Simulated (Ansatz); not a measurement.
# Pt-Ag-Pt stack of (111) layers: electron–phonon coupling and resistivity

Aim: how strongly do electrons couple to phonons in Pt-Ag-Pt stack of (111) layers, and what resistivity does that give?

Main program and level: Ansatz 0.2.0; DFT LDA, scalar-relativistic, plane waves, PAW.

Report form: the programs' logs are mostly left out.

## Step 1: Starting point

The cell holds 3 atoms: 2 Pt and 1 Ag. Cell: a = 2.892 Å, b = 2.892 Å, c = 15.723 Å, α = 90.0°, β = 90.0°, γ = 120.0°. Vacuum lies along c.

## Step 2: Rough relaxation

The start is far from rest, so a relaxation with loose thresholds does the first part.

File input.yaml:

```yaml
crystal:
  lattice:
    - [2.89207, 0.0, 0.0]
    - [-1.44603, 2.5046, 0.0]
    - [0.0, 0.0, 15.72273]
  atoms:
    - { symbol: Pt, position: [0.0, 0.0, 0.34981213] }
    - { symbol: Ag, position: [0.33333333, 0.66666667, 0.5] }
    - { symbol: Pt, position: [0.66666667, 0.33333333, 0.65018787] }
  periodic: [true, true, false]
kpoints:
  mp_grid: { grid: [9, 9, 1] }
hamiltonian:
  xc: lda
scf:
  occupations: { method: gaussian, width: 0.1 }
output:
  forces: true
  stress: true
  eigenvalues: true
relax:
  adjacent_minimum: "off"
  f_tol: 0.05
  max_steps: 80
  cell: { stress_2d_tol: 0.02 }
```

Started as:

```bash
ansatz run input.yaml --threads 4 --pin off --max-ram 16384MiB --backend cpu --events-out ev --progress --plain --runs-dir out
```

Run time: 10 s. Hardware: 4 threads of Arm Neoverse V2, shared host; peak memory 0.56 GiB.

Relaxation path:

| step | energy less that of the first step (eV) | largest force component (eV/Å) | volume (Å³) |
| --- | --- | --- | --- |
| 1 | 0.0000 | 0.7033 | 240.81 |
| 2 | -0.8233 | 0.4306 | 217.76 |
| 3 | -0.9731 | 0.2840 | 199.16 |
| 4 | -1.0158 | 0.0082 | 205.71 |
| 5 | -1.0179 | 0.0012 | 204.39 |
| 6 | -1.0179 | 0.0001 | 204.35 |
| 7* | -1.0157 | 0.0002 | 204.35 |

Relaxation steps marked * repeat the geometry before them on a plane-wave basis chosen anew for their cell, so energy and pressure can jump there.

Forces are held to the 12 operations that the run works with; a distortion that breaks them can't arise in this run.

```
cell as run  before  after  change
      a (Å)   2.892  2.664  -7.9 %
      b (Å)   2.892  2.664  -7.9 %
```

The atoms that moved most (Å, along periodic axes as changes of fractional coordinates times the final cell, across vacuum about the mean position):

```csv
atom,dx,dy,dz,length
Pt3,0.000,0.000,0.021,0.021
Pt1,0.000,0.000,-0.021,0.021
```

Final coordinates:

```xyz
3
Lattice="2.6641 0.0000 0.0000 -1.3321 2.3072 0.0000 0.0000 0.0000 33.2455" Properties=species:S:1:pos:R:3
Pt    0.0000    0.0000    5.4793
Ag    0.0000    1.5381    7.8614
Pt    1.3321    0.7691   10.2435
```

Numbers from this step:

```
metallic on mesh  : yes
gap on the k-mesh : 0 eV
```

The relaxation ends with a largest force component of 1.8e-4 eV/Å.

## Step 3: Relaxation

Lattice constant and positions set the bands and the force constants, so the cell is relaxed first.

File input.yaml:

```yaml
crystal:
  lattice:
    - [2.6641205893, -2.6592e-06, 0.0]
    - [-1.3320579917, 2.3071974387, 0.0]
    - [0.0, 0.0, 33.2454533171]
  atoms:
    - { symbol: Pt, position: [0.0, 0.0, 0.1648124741] }
    - { symbol: Ag, position: [0.3333333333, 0.6666666667, 0.2364643648] }
    - { symbol: Pt, position: [0.6666666667, 0.3333333333, 0.3081162554] }
  periodic: [true, true, false]
kpoints:
  mp_grid: { grid: [12, 12, 1] }
hamiltonian:
  xc: lda
scf:
  occupations: { method: gaussian, width: 0.1 }
output:
  forces: true
  stress: true
  eigenvalues: true
  write_density: true
  write_potential: true
  elf: true
  volumetric_format: npy
relax:
  adjacent_minimum: "off"
  f_tol: 0.005
  max_steps: 80
  cell: { stress_2d_tol: 0.02 }
```

The job ended after 9 s (4 threads; peak memory 0.55 GiB; 32 s of CPU time).

Little changed from the start: no atom moved by 0.005 Å and no cell edge by 0.1 %.

Valence density in the ca plane at fractional y = 0.333, with atoms of Pt within 0.2 Å of it. It is the smooth field of the valence electrons, not physical close to the nuclei.

Ten steps, logarithmic in the rise over the least value, from '0' (0 e/Å³) to '9' (11 e/Å³), each cell a mean:
```
00000000000013443222233323578752100000000000
00000000000012333211222223689973100000000000
00000000000012232211222224799974100000000000
00000000000012333211222223689863100000000000
00000000000013444322344322467642100000000000
00000000000124565322455422344431000000000000
00000000000124665423466422233321000000000000
00000000000123565322455422345432000000000000
```
Columns run along c (16.0 Å, from fractional 0.00 to 0.48 of the cell), rows up along a (2.7 Å). Atoms in or near the plane, at fractional coordinates: Pt at (0.31, 0.67).

ELF in the ca plane at fractional y = 0.333, with atoms of Pt within 0.2 Å of it. It is the smooth field of the valence electrons, not physical close to the nuclei.

Ten even steps from '0' (0.00) to '9' (0.68), each cell a mean:
```
00000000001234444322233224578764310000000000
00000000001233443322222234799974321000000000
00000000001133443221222235799985321000000000
00000000001233443322222234699974321000000000
00000000001234444332233223567654310000000000
00000000001234565432355322344443210000000000
00000000001245665432455422344443210000000000
00000000001234555432355323344443210000000000
```
Columns run along c (16.0 Å, from fractional 0.00 to 0.48 of the cell), rows up along a (2.7 Å). Atoms in or near the plane, at fractional coordinates: Pt at (0.31, 0.67).

Electrostatic potential energy in the ca plane at fractional y = 0.333, with atoms of Pt within 0.2 Å of it. With pseudopotentials it is smooth inside the atoms' cores, unlike the true potential.

Ten even steps from '0' (-59 eV) to '9' (0 eV), each cell a mean:
```
99999999999998777899877898620158999999999999
99999999999999888999988998300027999999999999
99999999999999999999999998200027999999999999
99999999999999888999988998400038999999999999
99999999999998767899877898731369999999999999
99999999999997535898755789877789999999999999
99999999999997424788655689988899999999999999
99999999999997545898766789876789999999999999
```
Columns run along c (16.0 Å, from fractional 0.00 to 0.48 of the cell; values clipped at the 3rd and 97th percentile), rows up along a (2.7 Å). Atoms in or near the plane, at fractional coordinates: Pt at (0.31, 0.67).

## Step 4: Relaxing tightly for phonons

No force is left; the cell is relaxed once more with another smearing and tight thresholds.

input.yaml, the sections that differ from step 3:

```yaml
crystal:
  lattice:
    - [2.6638252918, -2.6589e-06, 0.0]
    - [-1.3319103432, 2.3069417034, 0.0]
    - [0.0, 0.0, 33.2454533171]
  atoms:
    - { symbol: Pt, position: [0.0, 0.0, 0.1648784272] }
    - { symbol: Ag, position: [0.3333333333, 0.6666666667, 0.2364643648] }
    - { symbol: Pt, position: [0.6666666667, 0.3333333333, 0.3080503024] }
  periodic: [true, true, false]
scf:
  occupations: { method: methfessel_paxton, width: 0.2 }
relax:
  adjacent_minimum: "off"
  f_tol: 0.001
  max_steps: 60
  cell: { stress_2d_tol: 0.002 }
# kpoints, hamiltonian, output: as in step 3
```

The job ended after 12 s (4 threads; peak memory 0.55 GiB).

Little changed from the start: no atom moved by 0.005 Å and no cell edge by 0.1 %.

Electrostatic potential energy in the ca plane at fractional y = 0.000, with atoms of Pt within 0.2 Å of it. With pseudopotentials it is smooth inside the atoms' cores, unlike the true potential.

Ten even steps from '0' (-61 eV) to '9' (0 eV), each cell a mean:
```
99999999999972000389988999998999999999999999
99999999999985102689888899987889999999999999
99999999999998656898766789865689999999999999
99999999999999888998755788742479999999999999
99999999999998878898755789853579999999999999
99999999999997324799877899876789999999999999
99999999999983000489988999988899999999999999
99999999999972000389999999999999999999999999
```
Columns run along c (16.0 Å, from fractional 0.00 to 0.48 of the cell; values clipped at the 3rd and 97th percentile), rows up along a (2.7 Å). Atoms in or near the plane, at fractional coordinates: Pt at (0.16, 0.00).

ELF in the ca plane at fractional y = 0.000, with atoms of Pt within 0.2 Å of it. It is the smooth field of the valence electrons, not physical close to the nuclei.

Ten even steps from '0' (0.00) to '9' (0.68), each cell a mean:
```
00000000012357999743222212334433210000000000
00000000001346887542233222334443210000000000
00000000001234554432344323445543210000000000
00000000001234444322455423456654210000000000
00000000001234444322355323456543210000000000
00000000001345676432233223344443210000000000
00000000012347999643222222334433210000000000
00000000012358999753222212234432100000000000
```
Columns run along c (16.0 Å, from fractional 0.00 to 0.48 of the cell), rows up along a (2.7 Å). Atoms in or near the plane, at fractional coordinates: Pt at (0.16, 0.00).

Valence density in the ca plane at fractional y = 0.000, with atoms of Pt within 0.2 Å of it. It is the smooth field of the valence electrons, not physical close to the nuclei.

Values in units of 1e0 e/Å³, 5 rows by 16 columns, each cell a mean:
```
0.0 0.0 0.0 0.0 0.8 7.3 1.8 0.3 0.2 0.2 0.4 0.1 0.0 0.0 0.0 0.0
0.0 0.0 0.0 0.0 0.2 1.5 0.5 0.7 0.7 0.4 1.2 0.2 0.0 0.0 0.0 0.0
0.0 0.0 0.0 0.0 0.1 0.5 0.3 1.1 1.1 0.6 1.8 0.3 0.0 0.0 0.0 0.0
0.0 0.0 0.0 0.0 0.4 3.0 0.8 0.5 0.5 0.3 0.8 0.2 0.0 0.0 0.0 0.0
0.0 0.0 0.0 0.0 1.0 9.2 2.3 0.2 0.2 0.2 0.3 0.1 0.0 0.0 0.0 0.0
```
Columns run along c (16.0 Å, from fractional 0.00 to 0.48 of the cell), rows up along a (2.7 Å). Atoms in or near the plane, at fractional coordinates: Pt at (0.16, 0.00).

## Step 5: Phonons: q 2×2×1, k 8×8×1

Before any scattering is computed, the phonons show whether the structure is a minimum.

File input.yaml:

```yaml
crystal:
  lattice:
    - [2.6634166174, -2.6585e-06, 0.0]
    - [-1.3317060064, 2.3065877808, 0.0]
    - [0.0, 0.0, 33.2454533171]
  atoms:
    - { symbol: Pt, position: [0.0, 0.0, 0.1648407361] }
    - { symbol: Ag, position: [0.3333333333, 0.6666666667, 0.2364643648] }
    - { symbol: Pt, position: [0.6666666667, 0.3333333333, 0.3080879935] }
  periodic: [true, true, false]
kpoints:
  mp_grid: { grid: [8, 8, 1] }
hamiltonian:
  xc: lda
scf:
  occupations: { method: methfessel_paxton, width: 0.2 }
output:
  eigenvalues: true
phonons:
  method: dfpt
  qmesh: [2, 2, 1]
  temperatures: { t_max: 1000, t_step: 50 }
  qpath:
    path:
      - [0.0, 0.0, 0.0]
      - [0.5, 0.0, 0.0]
      - [0.33333333, 0.33333333, 0.0]
      - [0.0, 0.0, 0.0]
    npoints: 10
```

Wall time 85 s (4 threads); peak memory 0.95 GiB.

Numbers from this step:

| Property | Result |
| --- | --- |
| zero point energy | 0.07043 eV/cell |
| share of imaginary modes in the plain interpolation between solved wavevectors | 0.0045 |
| highest frequency, solved or plainly interpolated | 253.7 cm⁻¹ |

Solved on the 2×2×1 mesh alone; all other wavevectors are interpolated. Phonon branches along the path, in cm⁻¹:

```
  point  branch 1  branch 2  branch 3  branch 4  branch 5  branch 6  branch 7  branch 8  branch 9
      Γ         0         0         0        25        25        55        55        93       188
halfway        34        82        86        91       106       124       128       171       184
      M        63        77       122       126       130       139       180       186       254
halfway        67        75       121       140       145       168       177       182       244
      K        73        73       115       164       164       165       174       216       216
halfway        39        80       105       106       120       137       140       168       196
      Γ         0         0         0        25        25        55        55        93       188
```

Among the solved wavevectors the lowest mode, translations apart, is 25.3 cm⁻¹, so these are real on this k mesh.

## Step 6: Resistivity: q 3×3×1, k 9×9×1, scattering 18×18×1

Phonons, couplings and the Boltzmann equation in one run.

Edit input.yaml of step 5 so:

```diff
@@ -11,3 +11,3 @@
 kpoints:
-  mp_grid: { grid: [8, 8, 1] }
+  mp_grid: { grid: [9, 9, 1] }
 hamiltonian:
@@ -20,3 +20,3 @@
   method: dfpt
-  qmesh: [2, 2, 1]
+  qmesh: [3, 3, 1]
   temperatures: { t_max: 1000, t_step: 50 }
@@ -29 +29,4 @@
     npoints: 10
+  electrical_resistivity:
+    mesh: [18, 18, 1]
+    temperatures: [20.0, 50.0, 77.0, 100.0, 150.0, 200.0, 300.0, 400.0, 600.0, 800.0]
```

Elapsed: 3.5 min, on 4 threads; peak memory 1.5 GiB.

The run ended with an error.

The program's message: “electrical resistivity: the mode of lowest frequency at the wavevector [0.3333, 0.3333, 0.0000] is imaginary, -112.80 cm⁻¹ (written negative): the force constants describe an unstable lattice; relax t …”

The run stops because a mode is imaginary on the scattering mesh, where no scattering rate is defined; denser k meshes, other smearings and, between solved wavevectors, finer q meshes show whether the instability is real.

(Continued in part 2 of 2.)

[Logs are printed without paths, hosts, clocks, repeated set-up lines and the standing remarks that a program may print on its own settings, such as how far it seeks lower states.]

[Hosts, paths, dates, database ids (printed as entryN), source tags and the programs' standing remarks are cut or masked in the printed files.]
